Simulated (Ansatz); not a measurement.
# Work function of Cd(0001): what the settings cost and change

Aim: the work function of Cd(0001) against thickness and vacuum, with the cost.

Method: plane-wave DFT, PBE, Ansatz PAW, in Ansatz 0.2.0.

**1. The structure**

The cell holds 1 atom: 1 Cd. Its edges and angles: a = 2.980 Å, b = 2.980 Å, c = 18.000 Å, α = 90.0°, β = 90.0°, γ = 60.0°. Vacuum lies along c.

**2. Run, setting 1 layer**

A work function rests on the faint tail of the density, so the SCF threshold is tight. The slab grows from one layer, at fixed mesh and 18 Å of vacuum; then the vacuum is varied on one slab.

Contents of input.yaml:

```yaml
crystal:
  lattice:
    - [2.98, 0.0, 0.0]
    - [1.49, 2.5807557033, 0.0]
    - [0.0, 0.0, 18.0]
  atoms:
    - { symbol: Cd, position: [0.6666666667, 0.6666666667, 0.5] }
kpoints:
  mp_grid: { grid: [16, 16, 1] }
hamiltonian:
  xc: pbe
scf:
  occupations: { method: fermi_dirac, width: 0.1 }
  convergence: { dr2_threshold: 1.0e-09 }
efield:
  axis: 3
  dipole_correction: true
  ramp_position: 0.97
  ramp_width: 0.06
output:
  write_potential: true
  write_density: true
  volumetric_format: npy
  elf: true
```

Launch:

```sh
$ ansatz run input.yaml --threads 4 --pin off --max-ram 6144MiB --backend cpu --events-out ev --progress --plain --runs-dir out
```

Numbers of over 12 decimals in the logs are rounded to 6 here.

The program printed:

```text
Engine: ansatz 0.2.0, x86_64-unknown-linux-gnu
Pseudopotentials: kind: paw
Pseudopotential: Cd, paw, valence charge 20, recommended cutoff 420 eV (normal), Cd.paw.azcp
Functional definition: PBE
  parameter kappa = 0.804
  parameter beta = 0.066725
  exchange = pbe_x(kappa = kappa, mu = beta*pi^2/3)
  correlation = pbe_c(beta = beta)
Crystal: 1 atoms, lattice volume = 138.432 Å³
Basis set: ecut = 420 eV, 2629 PW (Γ)
Bands: 14, of which v1, the nominal top of the filled ones, is band 10 counted from 1 (9 counted from 0)
Symmetry: 12 space group operations
k-points: 30 of 256
Non-local potential: Cd, projectors of the file, l = 0: 3, l = 1: 2, l = 2: 2, l = 3: 1
PAW form: soft (Blöchl's): semilocal exchange-correlation on the pseudo side does not see the compensation charge
PAW one-centre angular grid: Cd, 590 points (default); XC on 64 Gauss nodes
Initial density: superposition of atomic densities (neutral atoms: chi_scale 0, normalization atom), corrected by the library's trained network
Initial wavefunctions: pseudopotential atomic-orbital guess
Functional: x = pbe(κ = 0.804, μ = 0.219515), c = pbe(β = 0.066725)
SCF iter   1: F=—  HF=-8254.180024 eV  |F-HF|=—  |Δ(HF+E_count)|=         —  Δρ=1.28e-3  dr2=2.88e-3  ethr=1.77e-3  p=0.000 e·Å  D=1.30e-14 V/Å  ΔV_dip=-0.00 eV  dr2_dipole=6.94e-11  V_vac-E_F(+/−)=3.75/3.75 eV  ⟨swp⟩=6.0  Hψ=2219  notcnv=0
efield: sawtooth ramp at fractional position 0.9700 (set: `efield.ramp_position`, or a place that a band, a saddle search or an elastic batch's reference lends), width 0.0600; the density the first Hamiltonian is built on has a dipole p = 0.000 e·Å; the dipole correction subtracts the counter field D = 1.30e-14 V/Å, which shifts the + side's vacuum level by -0.00 eV against the − side's; the planar-averaged density in the ramp window peaks in size at 1.5e-5 e/Å³
preconditioner: auto → LDOS  [insulator: Δε(μ)=0.266 eV  Ē_g=12.556 eV  σ=0.100 eV  W_gap=0.55  n_scr=10 (ndim 8)  ℏωp=10.9 eV  f_vac=0.754  D(μ)=0.62/eV (n_scr^D=4)  ε∞_Penn≈1.8  β→1.0]
SCF iter   2: F=—  HF=-8254.182247 eV  |F-HF|=—  |Δ(HF+E_count)|=   2.22e-3  Δρ=1.77e-3  dr2=3.13e-3  ethr=1.44e-5  p=0.000 e·Å  D=1.51e-6 V/Å  ΔV_dip=-0.00 eV  dr2_dipole=1.41e-10  V_vac-E_F(+/−)=3.73/3.73 eV  ⟨swp⟩=2.6  Hψ=1137  notcnv=0
SCF iter   3: F=—  HF=-8254.181254 eV  |F-HF|=—  |Δ(HF+E_count)|=   9.93e-4  Δρ=3.37e-4  dr2=1.59e-4  ethr=1.44e-5  p=0.000 e·Å  D=4.66e-7 V/Å  ΔV_dip=-0.00 eV  dr2_dipole=2.82e-12  V_vac-E_F(+/−)=3.73/3.73 eV  ⟨swp⟩=2.0  Hψ=752  notcnv=0
SCF iter   4: F=—  HF=-8254.181218 eV  |F-HF|=—  |Δ(HF+E_count)|=   3.54e-5  Δρ=4.04e-5  dr2=5.24e-6  ethr=7.94e-7  p=-0.000 e·Å  D=-5.10e-8 V/Å  ΔV_dip=0.00 eV  dr2_dipole=3.93e-12  V_vac-E_F(+/−)=3.72/3.72 eV  ⟨swp⟩=2.0  Hψ=601  notcnv=0
SCF iter   5: F=—  HF=-8254.181233 eV  |F-HF|=—  |Δ(HF+E_count)|=   1.41e-5  Δρ=1.18e-5  dr2=2.10e-7  ethr=2.62e-8  p=0.000 e·Å  D=1.99e-7 V/Å  ΔV_dip=-0.00 eV  dr2_dipole=3.55e-12  V_vac-E_F(+/−)=3.71/3.71 eV  ⟨swp⟩=2.1  Hψ=506  notcnv=0
SCF iter   6: F=—  HF=-8254.181242 eV  |F-HF|=—  |Δ(HF+E_count)|=   9.92e-6  Δρ=1.12e-6  dr2=1.46e-9  ethr=1.05e-9  p=-0.000 e·Å  D=-1.81e-7 V/Å  ΔV_dip=0.00 eV  dr2_dipole=5.32e-12  V_vac-E_F(+/−)=3.71/3.71 eV  ⟨swp⟩=2.1  Hψ=629  notcnv=0
SCF iter   7: F=-8254.181242 eV  HF=-8254.181242 eV  |F-HF|=4.37e-11  |Δ(HF+E_count)|=   1.98e-9  Δρ=2.36e-7  dr2=1.30e-10  ethr=5.00e-12  p=0.000 e·Å  D=2.48e-7 V/Å  ΔV_dip=-0.00 eV  dr2_dipole=9.22e-12  V_vac-E_F(+/−)=3.71/3.71 eV  ⟨swp⟩=5.0  Hψ=1423  notcnv=0
SCF 1 converged in 7 iterations: F = -8254.181242 eV  dr2 = 1.30e-10
  greatest PAW one-centre occupation: 1.000 electrons in one spin orbital (limit 2), on the Cd atom at site 0 (counted from 0), in its partial waves of l = 0
WARN: The output density's exchange-correlation potential varies sharply where the density is thin. Do not read a vacuum level from v_tot or v_xc, or from such a field of the output density. On a cell that repeats whose density bears no net charge and no dipole along the vacuum's axis use v_es (v_loc + v_h of the components); under efield.dipole_correction with no amplitude use v_es + v_field, which holds any externa [...]
SCF converged after 7 iterations
Free energy (F): -8254.181242 eV
Harris-Foulkes:  -8254.181242 eV  (|F-HF|=4.37e-11)
Internal energy: -8254.160913 eV  (E = F + TS)
E sigma→0 (E₀):  -8254.171078 eV
Entropy (-TS):   -0.020329 eV (-20.329 meV/atom)
Fermi energy:    -0.823226 eV
Dipole field:    D = -0.000005 V/Å  (p = -0.000004 e·Å, saw-weighted, corrected)
Work function:   Φ+ = 3.7096 eV   Φ− = 3.7095 eV
Levels:          The Fermi level and band energies are counted from a zero that moves with the ramp; work functions are not
--- Per-component energies (eV) ---
  E_band       = -699.370969
  E_kinetic    = 504.239543
  E_local      = -14561.022109  (includes V_loc(G=0)·N_el)
  E_nonlocal   = 31.851787
  E_hartree    = 7042.533449
  E_xc         = -176.420806
  E_vxc        = -221.144100  (∫ρ·V_xc dr)
  E_paw        = -4082.029719  (= ΣΔE_a)
  E_vpaw       = -538.362480  (= ΣTr[D̂ρ^β])
  E_aug_tail   = 0.000014  (compensation charges beyond the density's cutoff)
  E_efield     = 0.000000  (sawtooth field / dipole correction)
  E_vefield    = 0.000000  (∫n·V_field dr)
  E_ewald      = 2986.686928
  E_smearing   = -0.020329  (= −TS)
  E_closure    = 0.000000  (closes the sum)
  Σ components = -8254.181242   (vs F -8254.181242, Δ=0.00e0)
--- Band table (eV; the first three rows and the last of 30) ---
  k-point 0: bands = [... 6 lower, -9.7783, -9.1946, -9.1946, -7.0752, -1.4283, 2.1816, 2.8937, 3.2166]
  k-point 1: bands = [... 6 lower, -9.7431, -9.2289, -9.2005, -7.0005, -1.3134, 2.2673, 2.9844, 3.3034]
  k-point 2: bands = [... 6 lower, -9.6417, -9.3234, -9.2171, -6.7665, -0.9759, 2.5246, 3.2561, 3.5637]
  k-point 29: bands = [... 6 lower, -9.6560, -9.4985, -9.3070, 0.4030, 1.8058, 2.2204, 5.2260, 7.4723]
```

Wall time 2.3 s (4 threads of Intel Xeon 6975P-C (Granite Rapids), shared host); peak memory 0.48 GiB.

This step gave:

```
energy at zero smearing   : -8254.1711 eV
work function, upper face : 3.710 eV
```

Running mean over 2.81 Å of the planar mean; the ramp of the sawtooth is left out. Electron's electrostatic potential energy less the Fermi level against z:

z (Å), electron's electrostatic potential energy less the Fermi level (eV) and a bar from the least value:
```
     2.88       3.71 ##############################
     3.17       3.71 ##############################
     3.60       3.71 ##############################
     3.89       3.71 ##############################
     4.18       3.71 ##############################
     4.46       3.70 ##############################
     4.90       3.70 ##############################
     5.18       3.68 ##############################
     5.47       3.66 ##############################
     5.90       3.59 ##############################
     6.19       3.48 #############################
     6.48       3.26 ############################
     6.91       2.42 #########################
     7.20       1.34 #####################
     7.49      -0.04 ################
     7.78      -1.51 ###########
     8.21      -3.35 ####
     8.50      -4.08 #
     8.78      -4.39 
     9.22      -4.39 
     9.50      -4.08 #
     9.79      -3.35 ####
    10.22      -1.51 ###########
    10.51      -0.04 ################
    10.80       1.34 #####################
    11.09       2.42 #########################
    11.52       3.26 ############################
    11.81       3.48 #############################
    12.10       3.59 ##############################
    12.53       3.66 ##############################
    12.82       3.68 ##############################
    13.10       3.70 ##############################
    13.54       3.70 ##############################
    13.82       3.71 ##############################
    14.11       3.71 ##############################
    14.40       3.71 ##############################
    14.83       3.71 ##############################
    15.12       3.71 ##############################
```

Valence density in the ca plane at fractional y = 0.667, with atoms of Cd within 0.2 Å of it. It is the smooth field of the valence electrons, not physical close to the nuclei.

Values in e/Å³, 5 rows by 16 columns, each cell a mean:
```
 0  0  0  0  0  0  0  2  3  0  0  0  0  0  0  0
 0  0  0  0  0  0  0  7 11  0  0  0  0  0  0  0
 0  0  0  0  0  0  0  2  3  0  0  0  0  0  0  0
 0  0  0  0  0  0  0  0  0  0  0  0  0  0  0  0
 0  0  0  0  0  0  0  0  0  0  0  0  0  0  0  0
```
Columns run along c (18.0 Å), rows up along a (3.0 Å). Atoms in or near the plane, at fractional coordinates: Cd at (0.50, 0.67).

Electrostatic potential energy in the ca plane at fractional y = 0.667, with atoms of Cd within 0.2 Å of it. With pseudopotentials it is smooth inside the atoms' cores, unlike the true potential.

Ten even steps from '0' (-24 eV) to '9' (3 eV), each cell a mean:
```
99999999999999999998400268999999999999999999
99999999999999999996100048999999999999999999
99999999999999999986000038999999999999999999
99999999999999999997100048999999999999999999
99999999999999999998521379999999999999999999
99999999999999999999876789999999999999999999
99999999999999999999988899999999999999999999
99999999999999999999865789999999999999999999
```
Columns run along c (18.0 Å; values clipped at the 3rd and 97th percentile), rows up along a (3.0 Å). Atoms in or near the plane, at fractional coordinates: Cd at (0.50, 0.67).

ELF in the ca plane at fractional y = 0.667, with atoms of Cd within 0.2 Å of it. It is the smooth field of the valence electrons, not physical close to the nuclei.

Values, 5 rows by 16 columns, each cell a mean:
```
0.00 0.00 0.00 0.00 0.00 0.03 0.13 0.33 0.39 0.16 0.04 0.01 0.00 0.00 0.00 0.00
0.00 0.00 0.00 0.00 0.00 0.03 0.14 0.49 0.60 0.16 0.04 0.01 0.00 0.00 0.00 0.00
0.00 0.00 0.00 0.00 0.00 0.03 0.13 0.33 0.39 0.16 0.04 0.01 0.00 0.00 0.00 0.00
0.00 0.00 0.00 0.00 0.00 0.02 0.14 0.23 0.23 0.16 0.03 0.01 0.00 0.00 0.00 0.00
0.00 0.00 0.00 0.00 0.00 0.02 0.14 0.23 0.23 0.16 0.03 0.01 0.00 0.00 0.00 0.00
```
Columns run along c (18.0 Å), rows up along a (3.0 Å). Atoms in or near the plane, at fractional coordinates: Cd at (0.50, 0.67).

The work function is 3.710 eV.

**3. Slab, 2 atoms**

System of this step: Cd(0001). The cell holds 2 atoms: 2 Cd. Its edges and angles: a = 2.980 Å, b = 2.980 Å, c = 20.810 Å, α = 90.0°, β = 90.0°, γ = 60.0°. Vacuum lies along c.

input.yaml, the sections that differ from step 2:

```yaml
crystal:
  lattice:
    - [2.98, 0.0, 0.0]
    - [1.49, 2.5807557033, 0.0]
    - [0.0, 0.0, 20.81014]
  atoms:
    - { symbol: Cd, position: [0.6666666667, 0.6666666667, 0.432481473] }
    - { symbol: Cd, position: [0.0, 0.0, 0.567518527] }
output:
  write_potential: true
  write_density: true
  volumetric_format: npy
# kpoints, hamiltonian, scf, efield: as in step 2
```

The program printed:

```text
[...]
Crystal: 2 atoms, lattice volume = 160.044 Å³
Basis set: ecut = 420 eV, 3033 PW (Γ)
Bands: 24, of which v1, the nominal top of the filled ones, is band 20 counted from 1 (19 counted from 0)
Symmetry: 6 space group operations
k-points: 30 of 256 (time reversal used)
[...]
k-point 0: bands = [... 16 lower, -7.3252, -7.3252, -6.7608, -4.0708, -0.2646, 3.5134, 4.6784, 5.5050]
  k-point 1: bands = [... 16 lower, -7.3877, -7.3276, -6.6543, -3.9944, -0.1387, 3.5993, 4.7672, 5.5951]
  k-point 2: bands = [... 16 lower, -7.4837, -7.3353, -6.3628, -3.7604, 0.2289, 3.8566, 5.0336, 5.8643]
  k-point 29: bands = [... 16 lower, -7.4394, -7.3636, 1.0711, 2.4844, 2.8623, 3.1842, 4.6641, 4.8571]
[key lines of the parts left out:]
SCF converged after 8 iterations
Free energy (F): -16508.680043 eV
Fermi energy:    1.075807 eV
Dipole field:    D = 0.000001 V/Å  (p = 0.000001 e·Å, saw-weighted, corrected)
Work function:   Φ+ = 3.9628 eV   Φ− = 3.9628 eV
```

Run time: 4.8 s. Hardware: 4 threads; peak memory 0.49 GiB.

The work function is 3.963 eV, +0.253 eV from the run “1 layer”, at 1.9 times its CPU time.

**4. Run, 3 atoms**

System of this step: Cd(0001). The cell holds 3 atoms: 3 Cd. Cell: a = 2.980 Å, b = 2.980 Å, c = 23.620 Å, α = 90.0°, β = 90.0°, γ = 60.0°. Vacuum lies along c.

input.yaml, the sections that differ from step 3:

```yaml
crystal:
  lattice:
    - [2.98, 0.0, 0.0]
    - [1.49, 2.5807557033, 0.0]
    - [0.0, 0.0, 23.62028]
  atoms:
    - { symbol: Cd, position: [0.0, 0.0, 0.381028506] }
    - { symbol: Cd, position: [0.6666666667, 0.6666666667, 0.5] }
    - { symbol: Cd, position: [0.0, 0.0, 0.618971494] }
# kpoints, hamiltonian, scf, efield, output: as in step 3
```

The program printed:

```text
[...]
Crystal: 3 atoms, lattice volume = 181.655 Å³
Basis set: ecut = 420 eV, 3463 PW (Γ)
Bands: 36, of which v1, the nominal top of the filled ones, is band 30 counted from 1 (29 counted from 0)
Symmetry: 6 space group operations
k-points: 30 of 256 (time reversal used)
[...]
k-point 1: bands = [... 26 lower, -5.6656, -5.4457, -4.0146, -1.7964, 1.0976, 4.1628, 6.1514, 6.5578, ... 2 higher]
  k-point 2: bands = [... 26 lower, -5.6711, -5.1565, -3.7248, -1.5615, 1.4782, 4.4417, 6.4117, 6.8269, ... 2 higher]
  k-point 29: bands = [... 26 lower, -5.7001, 2.3324, 3.5439, 3.7437, 4.1376, 4.9856, 5.2773, 5.3536, ... 2 higher]
[key lines of the parts left out:]
SCF converged after 9 iterations
Free energy (F): -24763.161757 eV
Fermi energy:    2.628760 eV
Dipole field:    D = -0.000000 V/Å  (p = -0.000000 e·Å, saw-weighted, corrected)
Work function:   Φ+ = 3.9860 eV   Φ− = 3.9860 eV
```

The job ended after 9.7 s (4 threads; peak memory 0.59 GiB; 24 s of CPU time).

The work function is 3.986 eV, +0.023 eV from the run “2 layers”, at 1.9 times its CPU time.

**5. Run, 4 atoms**

System of this step: Cd(0001). The cell holds 4 atoms: 4 Cd. Cell: a = 2.980 Å, b = 2.980 Å, c = 26.430 Å, α = 90.0°, β = 90.0°, γ = 60.0°. Vacuum lies along c.

input.yaml, the sections that differ from step 4:

```yaml
crystal:
  lattice:
    - [2.98, 0.0, 0.0]
    - [1.49, 2.5807557033, 0.0]
    - [0.0, 0.0, 26.43042]
  atoms:
    - { symbol: Cd, position: [0.6666666667, 0.6666666667, 0.3405167228] }
    - { symbol: Cd, position: [0.0, 0.0, 0.4468389076] }
    - { symbol: Cd, position: [0.6666666667, 0.6666666667, 0.5531610924] }
    - { symbol: Cd, position: [0.0, 0.0, 0.6594832772] }
# kpoints, hamiltonian, scf, efield, output: as in step 4
```

The program printed:

```text
[...]
Crystal: 4 atoms, lattice volume = 203.267 Å³
Basis set: ecut = 420 eV, 3869 PW (Γ)
Bands: 48, of which v1, the nominal top of the filled ones, is band 40 counted from 1 (39 counted from 0)
Symmetry: 6 space group operations
k-points: 30 of 256 (time reversal used)
[...]
k-point 1: bands = [... 36 lower, -4.3179, -3.4646, -2.0453, -0.1729, 2.1457, 4.6243, 6.8344, 7.7681, ... 4 higher]
  k-point 2: bands = [... 36 lower, -4.0449, -3.1622, -1.7574, 0.0629, 2.5338, 4.9192, 7.0954, 8.0364, ... 4 higher]
  k-point 29: bands = [... 36 lower, 3.4782, 4.2131, 4.8923, 5.2645, 5.3532, 5.7160, 6.0457, 6.7537, ... 4 higher]
[key lines of the parts left out:]
SCF converged after 9 iterations
Free energy (F): -33017.608847 eV
Fermi energy:    4.080924 eV
Dipole field:    D = 0.000002 V/Å  (p = 0.000002 e·Å, saw-weighted, corrected)
Work function:   Φ+ = 3.7653 eV   Φ− = 3.7654 eV
```

Elapsed: 12 s, on 4 threads; peak memory 0.66 GiB.

The work function is 3.765 eV, -0.221 eV from the run “3 layers”, at 1.4 times its CPU time.

**6. Slab, 5 atoms**

System of this step: Cd(0001). The cell holds 5 atoms: 5 Cd. Cell: a = 2.980 Å, b = 2.980 Å, c = 29.241 Å, α = 90.0°, β = 90.0°, γ = 60.0°. Vacuum lies along c.

input.yaml, the sections that differ from step 5:

```yaml
crystal:
  lattice:
    - [2.98, 0.0, 0.0]
    - [1.49, 2.5807557033, 0.0]
    - [0.0, 0.0, 29.24056]
  atoms:
    - { symbol: Cd, position: [0.0, 0.0, 0.3077916428] }
    - { symbol: Cd, position: [0.6666666667, 0.6666666667, 0.4038958214] }
    - { symbol: Cd, position: [0.0, 0.0, 0.5] }
    - { symbol: Cd, position: [0.6666666667, 0.6666666667, 0.5961041786] }
    - { symbol: Cd, position: [0.0, 0.0, 0.6922083572] }
# kpoints, hamiltonian, scf, efield, output: as in step 5
```

The program printed:

```text
[...]
Crystal: 5 atoms, lattice volume = 224.879 Å³
Basis set: ecut = 420 eV, 4285 PW (Γ)
Bands: 60, of which v1, the nominal top of the filled ones, is band 50 counted from 1 (49 counted from 0)
Symmetry: 6 space group operations
k-points: 30 of 256 (time reversal used)
[...]
k-point 0: bands = [... 46 lower, -2.9424, -1.9730, -0.6540, 0.9784, 2.8607, 4.9472, 7.0238, 8.3296, ... 6 higher]
  k-point 1: bands = [... 46 lower, -2.8277, -1.8663, -0.5555, 1.0568, 2.9959, 5.0500, 7.1152, 8.4178, ... 6 higher]
  k-point 2: bands = [... 46 lower, -2.5250, -1.5639, -0.2691, 1.2926, 3.3887, 5.3557, 7.3872, 8.6817, ... 6 higher]
  k-point 29: bands = [... 46 lower, 4.9090, 5.6817, 5.8431, 6.1984, 6.2885, 6.7362, 6.8736, 7.1722, ... 6 higher]
[key lines of the parts left out:]
SCF converged after 9 iterations
Free energy (F): -41272.052533 eV
Fermi energy:    5.125794 eV
Dipole field:    D = 0.000000 V/Å  (p = 0.000000 e·Å, saw-weighted, corrected)
Work function:   Φ+ = 3.7444 eV   Φ− = 3.7444 eV
```

Elapsed: 16 s, on 4 threads; peak memory 0.82 GiB; 48 s of CPU time.

The work function is 3.744 eV, -0.021 eV from the run “4 layers”, at 1.4 times its CPU time.

**7. Run, 6 atoms**

System of this step: Cd(0001). The cell holds 6 atoms: 6 Cd. Its edges and angles: a = 2.980 Å, b = 2.980 Å, c = 32.051 Å, α = 90.0°, β = 90.0°, γ = 60.0°. Vacuum lies along c.

input.yaml, the sections that differ from step 6:

```yaml
crystal:
  lattice:
    - [2.98, 0.0, 0.0]
    - [1.49, 2.5807557033, 0.0]
    - [0.0, 0.0, 32.0507]
  atoms:
    - { symbol: Cd, position: [0.6666666667, 0.6666666667, 0.2808050994] }
    - { symbol: Cd, position: [0.0, 0.0, 0.3684830597] }
    - { symbol: Cd, position: [0.6666666667, 0.6666666667, 0.4561610199] }
    - { symbol: Cd, position: [0.0, 0.0, 0.5438389801] }
    - { symbol: Cd, position: [0.6666666667, 0.6666666667, 0.6315169403] }
    - { symbol: Cd, position: [0.0, 0.0, 0.7191949006] }
# kpoints, hamiltonian, scf, efield, output: as in step 6
```

The program printed:

```text
[...]
Crystal: 6 atoms, lattice volume = 246.491 Å³
Basis set: ecut = 420 eV, 4715 PW (Γ)
Bands: 72, of which v1, the nominal top of the filled ones, is band 60 counted from 1 (59 counted from 0)
Symmetry: 6 space group operations
k-points: 30 of 256 (time reversal used)
[...]
k-point 0: bands = [... 56 lower, -1.6531, -0.6818, 0.5254, 1.9546, 3.5664, 5.3435, 7.1832, 8.7744, ... 8 higher]
  k-point 1: bands = [... 56 lower, -1.5415, -0.5763, 0.6236, 2.0330, 3.7026, 5.4488, 7.2783, 8.8628, ... 8 higher]
  k-point 2: bands = [... 56 lower, -1.2339, -0.2748, 0.9086, 2.2677, 4.0981, 5.7624, 7.5615, 9.1268, ... 8 higher]
  k-point 29: bands = [... 56 lower, 6.1170, 6.5589, 6.9161, 6.9339, 6.9592, 7.3620, 7.6031, 7.9314, ... 8 higher]
[key lines of the parts left out:]
SCF converged after 8 iterations
Free energy (F): -49526.506246 eV
Fermi energy:    5.888406 eV
Dipole field:    D = 0.000000 V/Å  (p = 0.000000 e·Å, saw-weighted, corrected)
Work function:   Φ+ = 3.8478 eV   Φ− = 3.8478 eV
```

Wall time 20 s (4 threads); peak memory 0.98 GiB; 66 s of CPU time.

The work function is 3.848 eV, +0.103 eV from the run “5 layers”, at 1.4 times its CPU time.

(Continued in part 2 of 2.)

[Logs are printed without paths, hosts, clocks, repeated set-up lines and the standing remarks that a program may print on its own settings, such as how far it seeks lower states.]

[Hosts, paths, dates, database ids (printed as entryN), source tags and the programs' standing remarks are cut or masked in the printed files.]

[Maps of the electrostatic potential energy from Ansatz leave out the sawtooth potential of an applied field or a dipole correction, so their vacuum need not be flat; planar profiles and work functions include it.]
